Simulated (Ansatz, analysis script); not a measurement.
**Zigzag Pd chain, bond 3.025 Å: which texture of moments is lowest**

The cell holds 4 atoms: 4 Pd. Its edges and angles: a = 12.000 Å, b = 12.000 Å, c = 7.260 Å, α = 90.0°, β = 90.0°, γ = 90.0°. It derives from Pd. An idealised lattice of chosen spacing, in vacuum. Vacuum lies along a and b. The structure's axis is c.

```
Pd
1.0
    12.00000    0.00000    0.00000
     0.00000   12.00000    0.00000
     0.00000    0.00000    7.26000
Pd
4
Direct
  0.39917 0.50000 0.00000
  0.39917 0.50000 0.50000
  0.60083 0.50000 0.25000
  0.60083 0.50000 0.75000
```

```
method                                                : PBEsol, PAW set soft_2 (files made for PBE); spinors, patterns of moment directions started one by one (and 3 further levels or steps)
program                                               : Ansatz 0.2.0 and analysis script 1
settings of one run                                   : cutoff 420 eV, 1×1×15 k-mesh, Fermi-Dirac occupations, smearing width 0.05 eV, patterns started 7
cost                                                  : 10 runs, 17 min in all on 4 threads of Arm Neoverse V2, shared host (the runs of this entry)
notes                                                 : Without spin–orbit coupling only the angles between moments count. Only the listed patterns were tried. The cell was taken as built, with atoms unrelaxed.
lowest state found                                    : ferromagnetic
mean cosine between nearest magnetic neighbours there : 1.0
net moment of the lowest state                        : 1.89 μB a cell
mean moment in the lowest state                       : 0.455 μB
```

The lowest state found is ferromagnetic, reached from the start «ferro», 13.5 meV a magnetic atom under the next one (weakly magnetic, compensated). 3 of the 7 converged starts end within 0.1 meV of the lowest.

[Logs and program files are shortened in this print: banners, set-up blocks, solver, clock and traceback lines can be left out without a mark of their own.]

[Logs are printed without paths, hosts, clocks, repeated set-up lines and the standing remarks that a program may print on its own settings, such as how far it seeks lower states.]

[Hosts, paths, dates, database ids (printed as entryN), source tags and the programs' standing remarks are cut or masked in the printed files.]
